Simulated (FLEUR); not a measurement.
# CrO2: largest sphere moment, ferro ++ against volume factor, fitted and tested on a withheld row

System: CrO2, 2 Cr and 4 O in the cell, space group P4_2/mnm. From the study “How the volume moves the moments of CrO2”.

Method: PBE with U = 3.5 eV on Cr d; all-electron FLAPW, Dirac cores, scalar-relativistic bands (FLEUR MaX-R8.1). Settings shared by all rows: kmax 4.4 1/bohr, hist occupations, smearing width 0.05 eV, 8×8×8 k-mesh. The opposed order is one of several, taken for its small cell; another can lie lower, so the scan does not name the ground state. Atoms were not relaxed at any point.

Results; the value marked ? is withheld:

```
volume factor  largest sphere moment, ferro ++ (μB)
         0.91                                2.1334
         0.94                                2.1620
         0.97                                2.1927
            1                                2.2263
         1.03                                2.2620
         1.06                                     ?
         1.09                                2.3414
```

Q: What largest sphere moment, ferro ++ should the row at volume factor = 1.06 hold? Fit a suitable law to the other rows.

**Law.** No simple law fixes this dependence; over a few percent of strain it is smooth while the state stays the same, so an empirical parabola in s = factor − 1 is fitted. In symbols, y = c0 + c1 s + c2 s², with largest sphere moment, ferro ++ in μB.

**Fit.** Least squares on 6 rows gives c0 = 2.2262, c1 = 1.1551 and c2 = 1.38492.

```
volume factor      s  computed      fit  computed − fit
         0.91  -0.09    2.1334  2.13346        -0.00006
         0.94  -0.06    2.1620  2.16188         0.00012
         0.97  -0.03    2.1927  2.19279        -0.00009
            1      0    2.2263  2.22620         0.00010
         1.03   0.03    2.2620  2.26210        -0.00010
         1.09   0.09    2.3414  2.34138         0.00002
```

At s = 0 the slope is 0.0116 μB for each percent of the factor.

**Prediction.** At volume factor = 1.06, s = 0.06, so the law predicts 2.30049 μB. The computed value is 2.3006 μB, 0.00011 above the prediction (under 0.1 % of it). The row lies between fitted rows, so this is an interpolation. The miss is about equal to the rms residual of the fit, 0.00009.

[Logs and program files are shortened in this print: banners, set-up blocks, solver, clock and traceback lines can be left out without a mark of their own.]

[Logs are printed without paths, hosts, clocks, repeated set-up lines and the standing remarks that a program may print on its own settings, such as how far it seeks lower states.]

[Hosts, paths, dates, database ids (printed as entryN), source tags and the programs' standing remarks are cut or masked in the printed files.]

[Where a cell is said to come from a database of computed structures, the database is the Materials Project.]
